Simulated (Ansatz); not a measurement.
# Lattice dynamics of TlS (Pm-3m)

Wanted: phonon frequencies of TlS (Pm-3m) and what follows from them.

Method: DFT PBEsol, scalar-relativistic, plane waves, PAW; PAW set soft_1, in Ansatz 0.2.0.

Most raw output is cut from this account.

## 1. The structure

The structure is cubic, space group Pm-3m (No. 221). Conventional cell: a = 3.596 Å, b = 3.596 Å, c = 3.596 Å, α = 90.00°, β = 90.00°, γ = 90.00°. Nearest to Tl lie 8 S at 3.11 Å. S has 8 Tl at 3.11 Å nearest. Farther neighbours and most contacts between anions are not listed.

## 2. Relaxation

The cell and atoms are relaxed, since residual forces and stress would shift the frequencies.

Input file input.yaml:

```yaml
crystal:
  lattice:
    - [3.595635, 0.0, 0.0]
    - [0.0, 3.595635, 0.0]
    - [0.0, 0.0, 3.595635]
  atoms:
    - { symbol: Tl, position: [0.5, 0.5, 0.5] }
    - { symbol: S, position: [0.0, 0.0, 0.0] }
kpoints:
  mp_grid: { grid: [12, 12, 12] }
hamiltonian:
  xc: pbesol
  pseudopotentials: { kind: paw, azcp: { folder: soft_1 }, xc_functional: pbe }
scf:
  occupations: { method: gaussian, width: 0.1 }
output:
  forces: true
  stress: true
  eigenvalues: true
relax:
  adjacent_minimum: "off"
  f_tol: 0.005
  max_steps: 80
  cell: { stress_tol: 0.05 }
```

The run is started by

```console
> ansatz run input.yaml --threads 4 --pin off --max-ram 10240MiB --backend cpu --events-out ev --progress --plain --runs-dir out
```

The job ended after 5 s (4 threads of Arm Neoverse V1, shared host; peak memory 0.36 GiB; 18 s of CPU time).

This run has no spin polarisation although its electron count is odd.

Relaxation path:

```
step  energy less that of the first step (eV)  largest force component (eV/Å)  pressure (GPa)  volume (Å³)
   1                                   0.0000                          0.0000           -3.36        46.49
   2                                  -0.0349                          0.0000            0.46        43.06
   3                                  -0.0353                          0.0000           -0.07        43.44
   4                                  -0.0353                          0.0000            0.00        43.39
  5*                                  -0.0350                          0.0000            0.00        43.39
```

Relaxation steps marked * repeat the geometry before them on a plane-wave basis chosen anew for their cell, so energy and pressure can jump there.

The run keeps the 48 symmetry operations that it works with, so distortions that break them were not tested.

```
conventional cell, symmetrised  before  after  change
                         a (Å)   3.596  3.514  -2.3 %
                         b (Å)   3.596  3.514  -2.3 %
                         c (Å)   3.596  3.514  -2.3 %
              volume (Å³/atom)   23.24  21.69  -6.7 %
```

The relaxed structure:

```cif
data_structure
_symmetry_space_group_name_H-M 'P 1'
_symmetry_Int_Tables_number 1
_cell_length_a 3.5139
_cell_length_b 3.5139
_cell_length_c 3.5139
_cell_angle_alpha 90.000
_cell_angle_beta 90.000
_cell_angle_gamma 90.000
_cell_volume 43.39
loop_
_atom_site_label
_atom_site_type_symbol
_atom_site_fract_x
_atom_site_fract_y
_atom_site_fract_z
_atom_site_occupancy
Tl1 Tl 0.50000 0.50000 0.50000 1
S2 S 0.00000 0.00000 0.00000 1
```

This step gave:

| Property | Result |
| --- | --- |
| pressure | -0.003278 GPa |
| volume per atom | 21.69 Å³ |
| gap on the k-mesh | 0 eV |

In this step the volume went from 23.24 to 21.69 Å³/atom.

## 3. Tight relaxation

Phonons need a cell at rest on their own settings, so the relaxation is repeated with tight tolerances on forces and stress, using the mesh and the filling of the phonon run that follows.

input.yaml, the sections that differ from step 2:

```yaml
crystal:
  lattice:
    - [3.5139170762, 0.0, 0.0]
    - [0.0, 3.5139170762, 0.0]
    - [0.0, 0.0, 3.5139170762]
  atoms:
    - { symbol: Tl, position: [0.5, 0.5, 0.5] }
    - { symbol: S, position: [0.0, 0.0, 0.0] }
scf:
  occupations: { method: methfessel_paxton, width: 0.2 }
output:
  forces: true
  stress: true
  eigenvalues: true
  write_density: true
  write_potential: true
  elf: true
  volumetric_format: npy
relax:
  adjacent_minimum: "off"
  f_tol: 0.001
  max_steps: 60
  cell: { stress_tol: 0.01 }
# kpoints, hamiltonian: as in step 2
```

Run time: 2.8 s. Hardware: 4 threads; peak memory 0.36 GiB; 9.8 s of CPU time.

Little changed from the start: no atom moved by 0.005 Å and no cell edge by 0.1 %.

Numbers from this step:

* pressure: 0.005952 GPa

Valence density in the ac plane at fractional y = 0.500, with atoms of Tl within 0.2 Å of it. It is the smooth field of the valence electrons, not physical close to the nuclei.

Values in e/Å³, 14 rows by 14 columns, each cell a mean:
```
0.1 0.1 0.1 0.1 0.1 0.1 0.1 0.1 0.1 0.1 0.1 0.1 0.1 0.1
0.1 0.1 0.1 0.1 0.1 0.2 0.2 0.2 0.2 0.2 0.1 0.1 0.1 0.1
0.1 0.1 0.1 0.2 0.3 0.4 0.5 0.6 0.5 0.4 0.2 0.1 0.1 0.1
0.1 0.1 0.1 0.3 0.6 1.1 1.6 1.8 1.5 1.0 0.5 0.2 0.1 0.1
0.1 0.1 0.2 0.5 1.2 2.3 3.3 3.7 3.1 2.1 1.0 0.4 0.2 0.1
0.1 0.1 0.2 0.7 1.8 3.4 4.9 5.5 4.6 3.1 1.5 0.5 0.2 0.1
0.1 0.1 0.3 0.8 2.2 4.0 5.8 6.7 5.5 3.7 1.8 0.6 0.2 0.1
0.1 0.1 0.2 0.7 1.9 3.6 5.1 5.8 4.9 3.3 1.6 0.5 0.2 0.1
0.1 0.1 0.2 0.5 1.3 2.5 3.6 4.0 3.4 2.3 1.1 0.4 0.2 0.1
0.1 0.1 0.2 0.3 0.7 1.3 1.9 2.2 1.8 1.2 0.6 0.3 0.1 0.1
0.1 0.1 0.1 0.2 0.3 0.5 0.7 0.8 0.7 0.5 0.3 0.2 0.1 0.1
0.1 0.1 0.1 0.1 0.2 0.2 0.2 0.3 0.2 0.2 0.1 0.1 0.1 0.1
0.1 0.1 0.1 0.1 0.1 0.1 0.1 0.1 0.1 0.1 0.1 0.1 0.1 0.1
0.1 0.1 0.1 0.1 0.1 0.1 0.1 0.1 0.1 0.1 0.1 0.1 0.1 0.1
```
Columns run along a (3.5 Å), rows up along c (3.5 Å). Atoms in or near the plane, at fractional coordinates: Tl at (0.50, 0.50).

Electrostatic potential energy in the ac plane at fractional y = 0.500, with atoms of Tl within 0.2 Å of it. With pseudopotentials it is smooth inside the atoms' cores, unlike the true potential.

Ten even steps from '0' (-33 eV) to '9' (14 eV), each cell a mean:
```
99999999999999
99999988899999
99998766778999
99986422247899
99873100014799
99862000002789
99851000002689
99851000002689
99873000014799
99986311236899
99998755678999
99999888889999
99999999999999
99999999999999
```
Columns run along a (3.5 Å; values clipped at the 3rd and 97th percentile), rows up along c (3.5 Å). Atoms in or near the plane, at fractional coordinates: Tl at (0.50, 0.50).

ELF in the ac plane at fractional y = 0.500, with atoms of Tl within 0.2 Å of it. It is the smooth field of the valence electrons, not physical close to the nuclei.

Ten even steps from '0' (0.03) to '9' (0.39), each cell a mean:
```
11111222221111
11123466543211
11246899975321
11369998998531
12589743489742
13698300149952
13797204038962
13698300049962
12589632379842
12479987899631
11247899986421
11124567653211
11112233321111
11111111111111
```
Columns run along a (3.5 Å), rows up along c (3.5 Å). Atoms in or near the plane, at fractional coordinates: Tl at (0.50, 0.50).

The forces vanish by symmetry and the pressure is 0.006 GPa, within the tolerances set. The cell now holds 21.69 Å³/atom.

## 4. Zone-centre response

The zone centre comes first: it holds the modes that light can see, as far as symmetry allows. No field response is asked, since the mesh shows no gap.

input.yaml, the sections that differ from step 3:

```yaml
crystal:
  lattice:
    - [3.5134324571, 0.0, 0.0]
    - [0.0, 3.5134324571, 0.0]
    - [0.0, 0.0, 3.5134324571]
  atoms:
    - { symbol: Tl, position: [0.5, 0.5, 0.5] }
    - { symbol: S, position: [0.0, 0.0, 0.0] }
output:
  eigenvalues: true
phonons:
  method: dfpt
# kpoints, hamiltonian, scf: as in step 3
# relax: removed
```

Run time: 7.1 s. Hardware: 4 threads; peak memory 0.59 GiB.

This step gave:

```yaml
sum_rule_residual_before_enforcement: 4.31e-5 eV/Å²
point_group: m-3m
highest_optical_mode_at_the_zone_centre_no_lo_to_term: 56.78 cm⁻¹
lowest_optical_zone_centre_mode: 56.78 cm⁻¹
```

Patterns of degenerate modes are one choice out of their space. The modes at Γ (shares of kinetic energy by element, %):

```
mode  frequency (cm⁻¹)  symmetry  Tl %  S %
   1               0.0  acoustic    86   14
   2               0.0  acoustic    86   14
   3               0.0  acoustic    86   14
   4              56.8       T1u    14   86
   5              56.8       T1u    14   86
   6              56.8       T1u    14   86
```

Displacements in mode 5 (56.8 cm⁻¹), the largest set to 1:
```
Tl1 -0.16  0.00  0.00
S2   1.00  0.00  0.00
```

Before it was imposed, the acoustic sum rule was missed by 4.3e-5 eV/Å². Small misses are needed for a sound result but don't prove that mesh and cutoff are converged. The lowest optical mode is real, 56.8 cm⁻¹.

## 5. Phonons on a q mesh

Stability and thermal properties need the whole zone. Linear response on a 4×4×4 q mesh gives force constants as far as a supercell of that size would.

Edit input.yaml of step 4 so:

```diff
@@ -19 +19,8 @@
   method: dfpt
+  qmesh: [4, 4, 4]
+  temperatures: { t_max: 1000, t_step: 50 }
+  qpath:
+    path:
+      - [[0.0, 0.0, 0.0], [0.0, 0.5, 0.0], [0.5, 0.5, 0.0], [0.0, 0.0, 0.0], [0.5, 0.5, 0.5], [0.0, 0.5, 0.0]]
+      - [[0.5, 0.5, 0.5], [0.5, 0.5, 0.0]]
+    npoints: 10
```

Wall time 3.1 min (4 threads); peak memory 1.5 GiB.

Numbers from this step:

```yaml
sum_rule_residual_before_enforcement: 5.09e-5 eV/Å²
lowest_frequency_on_the_path: -127.8 cm⁻¹
highest_frequency_on_the_path_or_at_a_solved_wavevector: 187.6 cm⁻¹
lowest_mode_on_the_q_mesh_acoustic_modes_at_gamma_apart: -127.8 cm⁻¹
```

Frequencies (cm⁻¹) solved at each irreducible wavevector; negative means imaginary. Frequencies by wavevector, by row:

```
q in reciprocal lattice units  star  mode 1  mode 2  mode 3  mode 4  mode 5  mode 6
                        0 0 0     1       0       0       0    56.8    56.8    56.8
                     0 0 0.25     6   -62.2   -62.2    21.2    21.2    62.9     133
                     0 0 -0.5     3   -49.1   -49.1    23.6    23.6    87.9   132.2
                  0 0.25 0.25    12  -107.3    18.3    47.2    65.7   108.3   149.6
                  0 0.25 -0.5    12  -106.7      16    48.1    77.8   139.6   152.2
                  0 -0.5 -0.5     3  -127.8   -12.7    64.5    64.5   187.6   187.6
               0.25 0.25 0.25     8    50.3    50.3    61.3   103.4   139.9   139.9
               0.25 0.25 -0.5    12    45.1    53.9      73   121.5   124.1   157.4
               0.25 -0.5 -0.5     6    50.6    67.3    67.3   122.8   174.4   174.4
               -0.5 -0.5 -0.5     1    70.1    70.1    70.1     173     173     173
```

Interpolated from a 4×4×4 q mesh. Phonon branches along the path, in cm⁻¹:

```
    point  branch 1  branch 2  branch 3  branch 4  branch 5  branch 6
        Γ         0         0         0        57        57        57
  halfway       -62       -62        21        21        63       133
        X       -49       -49        24        24        88       132
  halfway      -107        16        48        78       140       152
        M      -128       -13        64        64       188       188
  halfway      -107        18        47        66       108       150
        Γ         0         0         0        57        57        57
  halfway        50        50        61       103       140       140
        R        70        70        70       173       173       173
  halfway        45        54        73       122       124       157
        X       -49       -49        24        24        88       132
jump to R        70        70        70       173       173       173
  halfway        51        67        67       123       174       174
        M      -128       -13        64        64       188       188
```

Tetrahedra on a 20×20×20 mesh, mean over bins of 5 cm-1. Interpolated from a 4×4×4 q mesh. The phonon density of states by wavenumber; read off at these points:

wavenumber (cm⁻¹), phonon density of states (1/cm⁻¹/cell) and a bar:
```
     -128     0.0004 
     -118     0.0047 #
     -112     0.0053 ##
     -102     0.0061 ##
      -92     0.0067 ##
      -82     0.0067 ##
      -78     0.0069 ##
      -68     0.0086 ###
      -58     0.0080 ##
      -52     0.0075 ##
      -42     0.0051 #
      -32     0.0040 #
      -28     0.0039 #
      -18     0.0037 #
       -8     0.0045 #
        2     0.0052 #
        8     0.0066 ##
       18     0.0234 #######
       22     0.0560 #################
       28     0.0462 ##############
       32     0.0374 ###########
       42     0.0422 #############
       52     0.0450 ##############
       58     0.0476 ###############
       68     0.0978 ##############################
       78     0.0322 ##########
       88     0.0142 ####
       92     0.0096 ###
      102     0.0105 ###
      112     0.0103 ###
      118     0.0107 ###
      128     0.0140 ####
      138     0.0266 ########
      142     0.0317 ##########
      152     0.0307 #########
      162     0.0357 ###########
      168     0.0389 ############
      172     0.0303 #########
      178     0.0128 ####
      188     0.0011
```

The partial phonon density of states has structure finer than the step of the table below, so its rows give means over 10 cm⁻¹, whole bins alone (the curve runs from -138 to 202 cm⁻¹). Peaks (cm⁻¹: height): S -69.0: 0.0122, -56.2: 0.0117, 57.1: 0.0124, 89.2: 0.0142, 112.7: 0.0228, 142.6: 0.0384, 161.9: 0.0376; Tl 22.9: 0.0525, 40.0: 0.0434, 67.8: 0.0842.

Phonopy on the run's constants, 17x17x17 mesh, Gaussian sigma 2.4 cm-1. Interpolated from a 4×4×4 q mesh. Partial phonon density of states against wavenumber; means over each step; values in 1/cm⁻¹/cell:

```
wavenumber (cm⁻¹)        S       Tl
             -130   7.6e-4        0
             -120  0.00375   2.1e-6
             -110  0.00693   1.3e-5
             -100  0.00588   1.6e-5
              -90  0.00498   1.4e-5
              -80  0.00865   2.0e-5
              -70  0.00984   2.9e-5
              -60  0.00830   3.5e-5
              -50  0.00714   4.8e-5
              -40  0.00621   1.0e-4
              -30  0.00429   2.4e-4
              -20  0.00196   3.8e-4
              -10   3.4e-4  0.00123
                0   2.0e-5   7.0e-4
               10   4.0e-4  0.00656
               20   6.8e-4   0.0355
               30  0.00145   0.0410
               40  0.00509   0.0357
               50  0.00692   0.0389
               60   0.0102   0.0500
               70  0.00762   0.0650
               80  0.00455   0.0202
               90   0.0111  0.00269
              100  0.00464   6.3e-5
              110   0.0137   6.9e-5
              120   0.0129   7.9e-5
              130   0.0127   9.9e-5
              140   0.0306   2.1e-4
              150   0.0290   2.9e-4
              160   0.0345   3.3e-4
              170   0.0328   3.1e-4
              180   0.0109   1.3e-4
              190  0.00128   1.7e-5
```

Second derivatives of the energy by pair, one row for each kind of neighbour of each atom listed. Each entry sums the pair over the periodic images of the supercell that the q mesh stands for, and in a polar crystal it holds the long-range dipole part too. Force constants by pair, by row:

```
atom  neighbour  distance (Å)  third of the trace (eV/Å²)  along the pair's line (eV/Å²)
 Tl1     itself             0                       2.217                              –
 Tl1          S         3.043                     -0.0334                        -0.2326
 Tl1         Tl         3.513                     -0.2192                        -0.9578
 Tl1         Tl         4.969                      -0.015                          -0.12
 Tl1          S         5.826                      0.0058                         0.0377
 Tl1         Tl         6.085                     -0.0513                        -0.1678
 Tl1         Tl         7.027                     -0.0151                        -0.0488
  S2     itself             0                       1.534                              –
  S2         Tl         3.043                     -0.0334                        -0.2326
  S2          S         3.513                     -0.3152                         -1.017
  S2          S         4.969                      0.0488                          0.197
  S2         Tl         5.826                      0.0058                         0.0377
  S2          S         6.085                      0.0249                         0.0973
  S2          S         7.027                     -0.0703                        -0.4224
```

Symmetry leaves 10 wavevectors to solve. The lowest mode among them, the acoustic zeros apart, lies at q = (0, -0.5, -0.5) and is imaginary, 127.8i cm⁻¹, so the energy falls along it.

## 6. Isotope substitution, element S, natural mass 32.06 amu

An isotope changes the mass and not the force constants, so no new electronic calculation is needed; the shifts show which modes move this element.

The same force constants with the mass of S changed from 32.060 to 33.968 u (phonopy, no LO-TO term). Both lists are sorted by frequency; levels can cross, so a row need not hold one and the same mode. Modes under 3 cm⁻¹ are left out. Isotope shifts, by row:

```
          q  rank  natural mass (cm⁻¹)  changed mass (cm⁻¹)
      0 0 0     4                56.78                55.38
      0 0 0     5                56.78                55.38
      0 0 0     6                56.78                55.38
   0 0 0.25     1                -62.2               -60.42
   0 0 0.25     2                -62.2               -60.42
   0 0 0.25     3                21.17                21.17
   0 0 0.25     4                21.17                21.17
   0 0 0.25     5                62.94                62.92
   0 0 0.25     6                  133                129.3
   0 0 -0.5     1               -49.15               -47.75
   0 0 -0.5     2               -49.15               -47.75
   0 0 -0.5     3                23.63                23.63
   0 0 -0.5     4                23.63                23.63
   0 0 -0.5     5                87.89                87.89
   0 0 -0.5     6                132.2                128.4
0 0.25 0.25     1               -107.3               -104.3
0 0.25 0.25     2                18.29                18.29
0 0.25 0.25     3                47.16                47.14
0 0.25 0.25     4                65.73                65.72
0 0.25 0.25     5                108.3                105.2
0 0.25 0.25     6                149.6                145.4
```

A mode of this element alone would shift by -2.85 %. The highest zone-centre frequency without the field goes from 56.8 to 55.4 cm⁻¹ (-2.5 %). The product of the frequency ratios over all optical modes at Γ is 0.928; the product rule, (m/m′)^(3k/2) (M′/M)^(3/2) with k = 1 such atoms and M the mass of the cell, gives 0.928.

## 7. Another isotope, element Tl, natural mass 204.38 amu

The same for Tl, from 204.38 to 202.97 u.

A mode of this element alone would shift by +0.35 %. The highest zone-centre frequency without the field goes from 56.8 to 56.8 cm⁻¹ (+0.1 %). The product of the frequency ratios over all optical modes at Γ is 1.002; the product rule, (m/m′)^(3k/2) (M′/M)^(3/2) with k = 1 such atoms and M the mass of the cell, gives 1.001.

## 8. What came out

```yaml
space_group_after_relaxation_within_0p01_a: Pm-3m
volume_per_atom: 21.7 Å³
electronic_character: no gap on this mesh
highest_optical_mode_at_the_zone_centre_no_lo_to_term: 56.8 cm⁻¹
lowest_optical_zone_centre_mode: 56.8 cm⁻¹
lowest_mode_on_the_q_mesh_acoustic_modes_at_gamma_apart: -128 cm⁻¹
highest_frequency_on_the_path_or_at_a_solved_wavevector: 188 cm⁻¹
imaginary_modes_on_the_4x4x4_q_mesh: yes
```

In words: Modes are clearly imaginary (beyond 10i cm⁻¹) at 5 of the 10 irreducible wavevectors, most at q = (0, -0.5, -0.5) (127.8i cm⁻¹), so this structure is not a minimum of the energy. The optical modes at Γ form one degenerate level at 57 cm⁻¹. The highest mode in this list at Γ, 56.8 cm⁻¹, is mostly motion of S (86 % of the kinetic energy). With no gap, or one that is small against the smearing, the frequencies hang on the k mesh and the smearing, most of all near Kohn anomalies. The phonon runs are without spin polarisation, although the cell has an odd electron count. Spin-orbit coupling is left out, which can matter for the heavy elements here. The PAW files were made for PBE and serve the other functionals too. A phonon run warned that its eigensolver left some bands unconverged in a pass. These are harmonic frequencies at zero temperature: anharmonic shifts, linewidths and thermal expansion are left out.

[Logs are printed without paths, hosts, clocks, repeated set-up lines and the standing remarks that a program may print on its own settings, such as how far it seeks lower states.]

[Hosts, paths, dates, database ids (printed as entryN), source tags and the programs' standing remarks are cut or masked in the printed files.]
